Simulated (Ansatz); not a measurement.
# MoS2 (P6_3/mmc): zone-centre modes against carrier density

Aim: how far do free carriers move the optical modes of MoS2 (P6_3/mmc)?

Method: DFT PBE+D3(BJ), scalar-relativistic, plane waves, PAW; PAW set soft_1, in Ansatz 0.2.0.

This is a report of a sequence of runs, with most program output left out.

The database entry behind the starting cell differs from later determinations by our own check (about 0.3 % long), so it need not match the best structure at ambient conditions.

### Step 1. The starting structure

Symmetry: P6_3/mmc, No. 194, hexagonal system. Conventional cell: a = 3.169 Å, b = 3.169 Å, c = 12.324 Å, α = 90.00°, β = 90.00°, γ = 120.00°. Nearest to S lie 3 Mo at 2.41 Å. Mo has 6 S at 2.41 Å nearest. Farther neighbours and most contacts between anions are not listed.

### Step 2. Bringing the structure to rest

The cell and atoms are relaxed, since residual forces and stress would shift the frequencies.

The input, input.yaml:

```yaml
crystal:
  lattice:
    - [3.169, 0.0, 0.0]
    - [-1.5845, 2.7444345046, 0.0]
    - [0.0, 0.0, 12.324]
  atoms:
    - { symbol: S, position: [0.33333333, 0.66666667, 0.623] }
    - { symbol: S, position: [0.66666667, 0.33333333, 0.123] }
    - { symbol: S, position: [0.33333333, 0.66666667, 0.877] }
    - { symbol: S, position: [0.66666667, 0.33333333, 0.377] }
    - { symbol: Mo, position: [0.33333333, 0.66666667, 0.25] }
    - { symbol: Mo, position: [0.66666667, 0.33333333, 0.75] }
kpoints:
  mp_grid: { grid: [12, 12, 4] }
hamiltonian:
  xc: pbe
  dispersion: d3bj
  pseudopotentials: { kind: paw, azcp: { folder: soft_1 } }
scf:
  occupations: { method: gaussian, width: 0.02 }
output:
  forces: true
  stress: true
  eigenvalues: true
  write_density: true
  write_potential: true
  elf: true
  volumetric_format: npy
relax:
  adjacent_minimum: "off"
  f_tol: 0.005
  max_steps: 80
  cell: { stress_tol: 0.05 }
```

Run with:

```sh
> ansatz run input.yaml --threads 8 --pin off --max-ram 16384MiB --backend cpu --events-out ev --progress --plain --runs-dir out
```

Wall time 20 s (8 threads of Arm Neoverse N1, shared host); peak memory 0.6 GiB.

The steps of the relaxation:

| step | energy less that of the first step (eV) | largest force component (eV/Å) | pressure (GPa) | volume (Å³) |
| --- | --- | --- | --- | --- |
| 1 | 0.0000 | 0.0615 | -1.90 | 107.18 |
| 2 | 0.0107 | 0.2115 | 1.35 | 100.74 |
| 3 | -0.0152 | 0.0542 | -0.46 | 104.43 |
| 4 | -0.0161 | 0.0211 | -0.05 | 103.76 |
| 5 | -0.0162 | 0.0023 | 0.02 | 103.85 |
| 6* | -0.0156 | 0.0025 | 0.02 | 103.85 |

Relaxation steps marked * repeat the geometry before them on a plane-wave basis chosen anew for their cell, so energy and pressure can jump there. Relaxation step 2 was tried and not accepted.

The run keeps the 24 symmetry operations that it works with, so distortions that break them were not tested.

| conventional cell, symmetrised | before | after | change |
| --- | --- | --- | --- |
| a (Å) | 3.169 | 3.149 | -0.6 % |
| b (Å) | 3.169 | 3.149 | -0.6 % |
| c (Å) | 12.324 | 12.091 | -1.9 % |
| volume (Å³/atom) | 17.86 | 17.31 | -3.1 % |

The atoms that moved most (Å, as changes of fractional coordinates times the final cell):

| atom | dx | dy | dz | length |
| --- | --- | --- | --- | --- |
| S3 | 0.000 | 0.000 | 0.030 | 0.030 |
| S4 | 0.000 | 0.000 | 0.030 | 0.030 |
| S2 | 0.000 | 0.000 | -0.030 | 0.030 |
| S1 | 0.000 | 0.000 | -0.030 | 0.030 |

The relaxed structure:

```cif
data_structure
_symmetry_space_group_name_H-M 'P 1'
_symmetry_Int_Tables_number 1
_cell_length_a 3.1492
_cell_length_b 3.1492
_cell_length_c 12.0909
_cell_angle_alpha 90.000
_cell_angle_beta 90.000
_cell_angle_gamma 120.000
_cell_volume 103.85
loop_
_atom_site_label
_atom_site_type_symbol
_atom_site_fract_x
_atom_site_fract_y
_atom_site_fract_z
_atom_site_occupancy
S1 S 0.33333 0.66667 0.62050 1
S2 S 0.66667 0.33333 0.12050 1
S3 S 0.33333 0.66667 0.87950 1
S4 S 0.66667 0.33333 0.37950 1
Mo5 Mo 0.33333 0.66667 0.25000 1
Mo6 Mo 0.66667 0.33333 0.75000 1
```

Numbers from this step:

| Property | Result |
| --- | --- |
| pressure | 0.01788 GPa |
| gap on the k-mesh | 0.7855 eV |
| volume per atom | 17.31 Å³ |

ELF in the ac plane at fractional y = 0.333, with atoms of S and Mo within 0.2 Å of it. It is the smooth field of the valence electrons, not physical close to the nuclei.

Ten even steps from '_' (0.03) to '@' (0.92), each cell a mean:
```
..--====--::..__________________
**##%%%%##**++--..__________::==
##%%%%%%%%##**++--........::==**
**########**++==::::::::::::--++
::==++++==--::::==++******++--::
::::::::::..--**####++++**##**==
..::----::..::++**##****####++--
==++******==--::--========--::--
####%%%%####**==--::......::==**
##%%%%%%%%##**==::..____....--++
++**####**++--..____________..::
__........________....::....____
..________..--++##%%@@@@%%%%**==
**::____..++%%@@@@@@%%%%@@@@@@%%
##==....--**%%%%**::____..++%%%%
**--....::++%%%%%%++--::==##%%%%
::........::==++**************==
::::------::....::::::::::::....
..::::::::::::::--========----::
==::......--++##%%##****##%%##**
##==::..--**%%%%##--____..++%%%%
##==....::**%%@@%%++----==##%%%%
==..____..--**%%@@@@@@@@@@@@@@##
____________..--==****##**++--..
```
Columns run along a (3.1 Å), rows up along c (12.1 Å). Atoms in or near the plane, at fractional coordinates: S at (0.67, 0.12), S at (0.67, 0.38), Mo at (0.67, 0.75).

Electrostatic potential energy in the ac plane at fractional y = 0.333, with atoms of S and Mo within 0.2 Å of it. With pseudopotentials it is smooth inside the atoms' cores, unlike the true potential.

Ten even steps from '0' (-42 eV) to '9' (16 eV), each cell a mean:
```
9999999999999999
9988999999999999
8877788999999999
8888888888888888
8899887642112357
7899885200000014
7899886300000025
8888888765444678
8877888999999999
8888889999999999
9999999999999999
9999999999999999
9999999999999999
9999998754333578
8999997422332137
8999988632222357
8877888887667788
7655677889999988
7766678888888888
8888888865445678
8999987521232147
8999998522222247
9999999876666789
9999999999999999
```
Columns run along a (3.1 Å; values clipped at the 3rd and 97th percentile), rows up along c (12.1 Å). Atoms in or near the plane, at fractional coordinates: S at (0.67, 0.12), S at (0.67, 0.38), Mo at (0.67, 0.75).

Valence density in the ac plane at fractional y = 0.333, with atoms of S and Mo within 0.2 Å of it. It is the smooth field of the valence electrons, not physical close to the nuclei.

Values in e/Å³, 24 rows by 16 columns, each cell a mean:
```
0.1 0.1 0.1 0.1 0.1 0.1 0.1 0.1 0.1 0.1 0.0 0.0 0.0 0.1 0.1 0.1
0.2 0.3 0.3 0.3 0.3 0.3 0.2 0.1 0.1 0.1 0.1 0.1 0.1 0.1 0.1 0.2
0.4 0.5 0.6 0.6 0.5 0.5 0.4 0.3 0.2 0.2 0.1 0.1 0.2 0.2 0.2 0.3
0.4 0.5 0.5 0.5 0.5 0.5 0.4 0.4 0.4 0.4 0.4 0.4 0.4 0.4 0.4 0.4
0.4 0.4 0.3 0.3 0.3 0.4 0.5 0.8 1.5 2.4 3.1 3.2 2.7 1.8 1.0 0.6
0.5 0.3 0.3 0.2 0.3 0.4 0.8 2.1 4.1 5.9 6.7 6.8 6.3 4.8 2.7 1.1
0.4 0.3 0.3 0.3 0.3 0.4 0.7 1.6 3.2 4.9 5.8 5.9 5.3 3.8 2.1 0.9
0.4 0.4 0.4 0.4 0.4 0.4 0.4 0.5 0.8 1.2 1.5 1.6 1.3 0.9 0.6 0.4
0.5 0.5 0.6 0.6 0.6 0.5 0.4 0.3 0.3 0.3 0.2 0.2 0.2 0.3 0.3 0.4
0.3 0.4 0.5 0.5 0.5 0.4 0.3 0.2 0.2 0.1 0.1 0.1 0.1 0.1 0.2 0.3
0.2 0.2 0.2 0.2 0.2 0.2 0.1 0.1 0.1 0.1 0.1 0.0 0.1 0.1 0.1 0.1
0.1 0.1 0.1 0.1 0.1 0.1 0.1 0.1 0.1 0.1 0.1 0.1 0.1 0.1 0.1 0.1
0.1 0.1 0.0 0.0 0.1 0.1 0.1 0.2 0.2 0.3 0.4 0.4 0.3 0.3 0.2 0.1
0.2 0.1 0.1 0.1 0.1 0.2 0.3 0.6 0.8 1.0 1.1 1.1 1.0 0.9 0.7 0.4
0.4 0.2 0.2 0.2 0.2 0.3 0.6 0.9 1.1 0.9 0.5 0.4 0.7 1.1 1.0 0.7
0.4 0.3 0.2 0.2 0.3 0.4 0.6 0.9 1.1 1.0 0.9 0.8 1.0 1.1 1.0 0.7
0.4 0.4 0.4 0.4 0.4 0.4 0.4 0.5 0.6 0.7 0.7 0.7 0.7 0.6 0.5 0.5
0.5 0.7 0.9 0.9 0.8 0.6 0.4 0.3 0.3 0.3 0.3 0.3 0.3 0.3 0.3 0.4
0.4 0.6 0.7 0.7 0.6 0.5 0.4 0.4 0.4 0.4 0.4 0.4 0.4 0.4 0.4 0.4
0.4 0.3 0.3 0.3 0.3 0.4 0.5 0.7 0.8 0.9 0.9 0.9 0.9 0.9 0.7 0.5
0.5 0.3 0.2 0.2 0.2 0.4 0.6 0.9 1.1 0.9 0.6 0.5 0.8 1.1 1.0 0.7
0.3 0.2 0.1 0.1 0.2 0.3 0.5 0.8 1.1 1.0 0.8 0.8 0.9 1.1 0.9 0.6
0.2 0.1 0.1 0.1 0.1 0.1 0.2 0.4 0.6 0.7 0.8 0.9 0.8 0.6 0.4 0.3
0.1 0.0 0.0 0.0 0.0 0.1 0.1 0.1 0.1 0.2 0.2 0.2 0.2 0.2 0.1 0.1
```
Columns run along a (3.1 Å), rows up along c (12.1 Å). Atoms in or near the plane, at fractional coordinates: S at (0.67, 0.12), S at (0.67, 0.38), Mo at (0.67, 0.75).

In this step the volume went from 17.86 to 17.31 Å³/atom.

### Step 3. Tight relaxation

Phonons need small forces and stress, so the relaxation is finished with tight tolerances on 12×12×4 k points.

The input, input.yaml:

```yaml
crystal:
  lattice:
    - [3.1492303676, 0.0, 0.0]
    - [-1.5746151838, 2.7273135007, 0.0]
    - [0.0, 0.0, 12.0909194473]
  atoms:
    - { symbol: S, position: [0.3333333333, 0.6666666667, 0.6205004873] }
    - { symbol: S, position: [0.6666666667, 0.3333333333, 0.1205004873] }
    - { symbol: S, position: [0.3333333333, 0.6666666667, 0.8794995127] }
    - { symbol: S, position: [0.6666666667, 0.3333333333, 0.3794995127] }
    - { symbol: Mo, position: [0.3333333333, 0.6666666667, 0.25] }
    - { symbol: Mo, position: [0.6666666667, 0.3333333333, 0.75] }
kpoints:
  mp_grid: { grid: [12, 12, 4] }
hamiltonian:
  xc: pbe
  dispersion: d3bj
  pseudopotentials: { kind: paw, azcp: { folder: soft_1 } }
scf:
  occupations: { method: fixed }
output:
  forces: true
  stress: true
  eigenvalues: true
relax:
  adjacent_minimum: "off"
  f_tol: 0.001
  max_steps: 60
  cell: { stress_tol: 0.01 }
```

Wall time 13 s (8 threads); peak memory 0.57 GiB; 93 s of CPU time.

Little changed from the start: no atom moved by 0.005 Å and no cell edge by 0.1 %.

This step gave:

```
pressure          : -1.50e-4 GPa
gap on the k-mesh : 0.7848 eV
```

The largest force component left is 0.17 meV/Å and the pressure is 0.000 GPa, within the tolerances set. The cell now holds 17.31 Å³/atom.

### Step 4. Relaxation of a member: no carriers

The cell of the neutral crystal is kept with no carriers. The bands are sampled on 30×30×8 points with Fermi-Dirac filling of 0.03 eV.

The input, input.yaml:

```yaml
crystal:
  lattice:
    - [3.1493783495, 0.0, 0.0]
    - [-1.5746891748, 2.7274416568, 0.0]
    - [0.0, 0.0, 12.0896935895]
  atoms:
    - { symbol: S, position: [0.3333333333, 0.6666666667, 0.6204829777] }
    - { symbol: S, position: [0.6666666667, 0.3333333333, 0.1204829777] }
    - { symbol: S, position: [0.3333333333, 0.6666666667, 0.8795170223] }
    - { symbol: S, position: [0.6666666667, 0.3333333333, 0.3795170223] }
    - { symbol: Mo, position: [0.3333333333, 0.6666666667, 0.25] }
    - { symbol: Mo, position: [0.6666666667, 0.3333333333, 0.75] }
kpoints:
  mp_grid: { grid: [30, 30, 8] }
hamiltonian:
  xc: pbe
  dispersion: d3bj
  pseudopotentials: { kind: paw, azcp: { folder: soft_1 } }
scf:
  occupations: { method: fermi_dirac, width: 0.03 }
output:
  forces: true
  stress: true
  eigenvalues: true
relax:
  adjacent_minimum: "off"
  f_tol: 0.001
  max_steps: 60
```

Wall time 38 s (8 threads); peak memory 1.3 GiB.

Hardly anything moved in the relaxation; the energy changed by under 0.2 meV an atom.

The largest force component left is 0.15 meV/Å.

### Step 5. Zone-centre modes of the member: no carriers

The force constants come from the linear response of the density to a displacement.

The zone-centre modes follow for no carriers.

input.yaml, as its differences from that of step 4:

```diff
@@ -21,8 +21,4 @@
 output:
-  forces: true
-  stress: true
   eigenvalues: true
-relax:
-  adjacent_minimum: "off"
-  f_tol: 0.001
-  max_steps: 60
+phonons:
+  method: dfpt
```

It took 20 min on 8 threads; peak memory 13 GiB.

Numbers from this step:

* sum-rule residual before enforcement: 3.41e-5 eV/Å²
* point group: 6/mmm
* highest optical mode at the zone centre (no LO-TO term): 469.0 cm⁻¹
* lowest optical zone-centre mode: 35.8 cm⁻¹

Without the LO-TO term. Patterns of degenerate modes are one choice out of their space. The modes at Γ (shares of kinetic energy by element, %):

| mode | frequency (cm⁻¹) | symmetry | S % | Mo % |
| --- | --- | --- | --- | --- |
| 1 | 0.0 | acoustic | 40 | 60 |
| 2 | 0.0 | acoustic | 40 | 60 |
| 3 | 0.0 | acoustic | 40 | 60 |
| 4 | 35.8 | E2g | 40 | 60 |
| 5 | 35.8 | E2g | 40 | 60 |
| 6 | 62.3 | B1g | 39 | 61 |
| 7 | 281.3 | E2u | 100 | 0 |
| 8 | 281.3 | E2u | 100 | 0 |
| 9 | 284.5 | E1g | 100 | 0 |
| 10 | 284.5 | E1g | 100 | 0 |
| 11 | 380.0 | E2g | 60 | 40 |
| 12 | 380.0 | E2g | 60 | 40 |
| 13 | 380.3 | E1u | 60 | 40 |
| 14 | 380.3 | E1u | 60 | 40 |
| 15 | 401.6 | B2u | 100 | 0 |
| 16 | 410.5 | A1g | 100 | 0 |
| 17 | 463.4 | A2u | 60 | 40 |
| 18 | 469.0 | B1g | 61 | 39 |

Displacements in mode 4 (35.8 cm⁻¹), the largest set to 1:
```
S1  -0.09 -0.99  0.00
S2   0.09  0.99  0.00
S3  -0.09 -0.99  0.00
S4   0.09  0.99  0.00
Mo5  0.09  1.00  0.00
Mo6 -0.09 -1.00  0.00
```

Displacements in mode 11 (380.0 cm⁻¹), the largest set to 1:
```
S1  -0.16  1.00  0.00
S2   0.16 -1.00  0.00
S3  -0.16  1.00  0.00
S4   0.16 -1.00  0.00
Mo5 -0.11  0.66  0.00
Mo6  0.11 -0.66  0.00
```

Without the LO-TO term the lowest optical mode is real, 35.8 cm⁻¹, and the highest lies at 469.0 cm⁻¹.

### Step 6. A member of the series: 6 × 10²⁰ holes per cm³

The cell of the neutral crystal is kept with 6 × 10²⁰ holes per cm³, balanced by a uniform background. The bands are sampled on 30×30×8 points with Fermi-Dirac filling of 0.03 eV.

input.yaml, as its differences from that of step 5:

```diff
@@ -12,2 +12,3 @@
     - { symbol: Mo, position: [0.6666666667, 0.3333333333, 0.75] }
+total_charge: 0.062308
 kpoints:
@@ -21,4 +22,8 @@
 output:
+  forces: true
+  stress: true
   eigenvalues: true
-phonons:
-  method: dfpt
+relax:
+  adjacent_minimum: "off"
+  f_tol: 0.001
+  max_steps: 60
```

Run time: 74 s. Hardware: 8 threads; peak memory 1.3 GiB.

No atom moved by 0.005 Å in the relaxation.

The largest force component left is 0.0021 meV/Å.

### Step 7. Zone-centre modes of the member: 6 × 10²⁰ holes per cm³

The zone-centre modes follow for 6 × 10²⁰ holes per cm³.

input.yaml, the sections that differ from step 6:

```yaml
crystal:
  lattice:
    - [3.1493783495, 0.0, 0.0]
    - [-1.5746891748, 2.7274416568, 0.0]
    - [0.0, 0.0, 12.0896935895]
  atoms:
    - { symbol: S, position: [0.3333333333, 0.6666666667, 0.6206212862] }
    - { symbol: S, position: [0.6666666667, 0.3333333333, 0.1206212862] }
    - { symbol: S, position: [0.3333333333, 0.6666666667, 0.8793787138] }
    - { symbol: S, position: [0.6666666667, 0.3333333333, 0.3793787138] }
    - { symbol: Mo, position: [0.3333333333, 0.6666666667, 0.25] }
    - { symbol: Mo, position: [0.6666666667, 0.3333333333, 0.75] }
output:
  eigenvalues: true
phonons:
  method: dfpt
# total_charge, kpoints, hamiltonian, scf: as in step 6
# relax: removed
```

Elapsed: 23 min, on 8 threads; peak memory 13 GiB; 2.9 h of CPU time.

This step gave:

| Item | Value |
| --- | --- |
| sum-rule residual before enforcement | 9.32e-5 eV/Å² |
| highest optical mode at the zone centre (no LO-TO term) | 460.1 cm⁻¹ |
| lowest optical zone-centre mode | 34.73 cm⁻¹ |

Without the LO-TO term. Patterns of degenerate modes are one choice out of their space. Modes at Γ, with each element's share of the kinetic energy:

| mode | frequency (cm⁻¹) | symmetry | S % | Mo % |
| --- | --- | --- | --- | --- |
| 1 | 0.0 | acoustic | 40 | 60 |
| 2 | 0.0 | acoustic | 40 | 60 |
| 3 | 0.0 | acoustic | 40 | 60 |
| 4 | 34.7 | E2g | 40 | 60 |
| 5 | 34.7 | E2g | 40 | 60 |
| 6 | 55.4 | B1g | 37 | 63 |
| 7 | 281.1 | E2u | 100 | 0 |
| 8 | 281.1 | E2u | 100 | 0 |
| 9 | 283.8 | E1g | 100 | 0 |
| 10 | 283.8 | E1g | 100 | 0 |
| 11 | 381.4 | E2g | 60 | 40 |
| 12 | 381.4 | E2g | 60 | 40 |
| 13 | 381.8 | E1u | 60 | 40 |
| 14 | 381.8 | E1u | 60 | 40 |
| 15 | 399.5 | B2u | 100 | 0 |
| 16 | 410.4 | A1g | 100 | 0 |
| 17 | 455.9 | B1g | 63 | 37 |
| 18 | 460.1 | A2u | 60 | 40 |

Without the LO-TO term the lowest optical mode is real, 34.7 cm⁻¹, and the highest lies at 460.1 cm⁻¹.

### Step 8. A check on a coarser mesh: 2 × 10²⁰ holes per cm³

To see what the mesh is worth, the run for 2 × 10²⁰ holes per cm³ is repeated on 24×24×6 points.

input.yaml, the sections that differ from step 7:

```yaml
crystal:
  lattice:
    - [3.1493783495, 0.0, 0.0]
    - [-1.5746891748, 2.7274416568, 0.0]
    - [0.0, 0.0, 12.0896935895]
  atoms:
    - { symbol: S, position: [0.3333333333, 0.6666666667, 0.62053098] }
    - { symbol: S, position: [0.6666666667, 0.3333333333, 0.12053098] }
    - { symbol: S, position: [0.3333333333, 0.6666666667, 0.87946902] }
    - { symbol: S, position: [0.6666666667, 0.3333333333, 0.37946902] }
    - { symbol: Mo, position: [0.3333333333, 0.6666666667, 0.25] }
    - { symbol: Mo, position: [0.6666666667, 0.3333333333, 0.75] }
total_charge: 0.020769
kpoints:
  mp_grid: { grid: [24, 24, 6] }
# hamiltonian, scf, output, phonons: as in step 7
```

It took 6.2 min on 8 threads; peak memory 8 GiB.

This step gave:

- sum-rule residual before enforcement: 3.58e-5 eV/Å²
- highest optical mode at the zone centre (no LO-TO term): 465.7 cm⁻¹
- lowest optical zone-centre mode: 35.45 cm⁻¹

The highest mode comes at 465.7 cm⁻¹, against 465.8 cm⁻¹ on 30×30×8 points.

### Step 9. All members side by side

The members are set side by side, also those not shown above.

Electrons count positive and holes negative; without the LO-TO term; modes are tracked from the neutral crystal by their patterns, and those within 0.3 cm⁻¹ of each other stand once; the cell of the neutral crystal is kept and the atoms are relaxed where symmetry leaves them free; all runs use 30×30×8 k points and Fermi-Dirac smearing of 0.03 eV. Optical modes along the series:

| carriers (10²⁰ cm⁻³) | mode 4 E2g (cm⁻¹) | mode 6 B1g (cm⁻¹) | mode 7 E2u (cm⁻¹) | mode 9 E1g (cm⁻¹) | mode 11 (cm⁻¹) | mode 13 (cm⁻¹) | mode 15 B2u (cm⁻¹) | mode 16 A1g (cm⁻¹) | mode 17 A2u (cm⁻¹) | mode 18 B1g (cm⁻¹) |
| --- | --- | --- | --- | --- | --- | --- | --- | --- | --- | --- |
| -6 | 34.73 | 55.42 | 281.1 | 283.8 | 381.4 | 381.8 | 399.5 | 410.4 | 460.1 | 455.9 |
| -4 | 35.09 | 57.6 | 281.2 | 284.1 | 380.9 | 381.3 | 400.1 | 410.4 | 461.2 | 460.7 |
| -2 | 35.45 | 60.28 | 281.3 | 284.3 | 380.5 | 380.8 | 400.9 | 410.4 | 462.3 | 465.8 |
| -1 | 35.62 | 61.33 | 281.3 | 284.4 | 380.2 | 380.6 | 401.3 | 410.5 | 462.9 | 467.6 |
| 0 | 35.8 | 62.26 | 281.3 | 284.5 | 380 | 380.3 | 401.6 | 410.5 | 463.4 | 469 |

### Step 10. Outcome

```json
{"members": "5", "mode that changes most, in cm⁻¹": "mode 18 B1g", "its frequency without carriers": "469.04 cm⁻¹", "its frequency at -6 × 10²⁰ cm⁻³": "455.92 cm⁻¹"}
```

At 6 × 10²⁰ holes per cm³ the largest change in cm⁻¹ is that of mode 18 B1g, -13.12 cm⁻¹ from 469.04 cm⁻¹. At 2 × 10²⁰ cm⁻³ the coarser mesh moves the optical modes by up to 0.04 cm⁻¹, a measure of the error left by the mesh there. The response is adiabatic: the carriers follow the ions at once. Where they cannot, as for a zone-centre mode faster than their scattering, measured shifts differ, and line shapes are not given here. The background stands for dopants without their size, scattering or local bonds, and the cell is that of the neutral crystal, although carriers also change the volume at rest, which would shift the modes as well. In a polar crystal the carriers also screen the field of the longitudinal modes, often the largest effect; only modes without that field are treated here. 1 further member of the series met a limit of time or did not converge and is missing. These are harmonic frequencies of a static lattice, with warm electrons: anharmonic shifts, linewidths and thermal expansion are left out. In the phonons the program holds the C6 weights of the dispersion term fixed, leaving out their change with coordination. Only the zone centre was solved, so an instability at another wavevector cannot show here.

[Logs are printed without paths, hosts, clocks, repeated set-up lines and the standing remarks that a program may print on its own settings, such as how far it seeks lower states.]

[Hosts, paths, dates, database ids (printed as entryN), source tags and the programs' standing remarks are cut or masked in the printed files.]
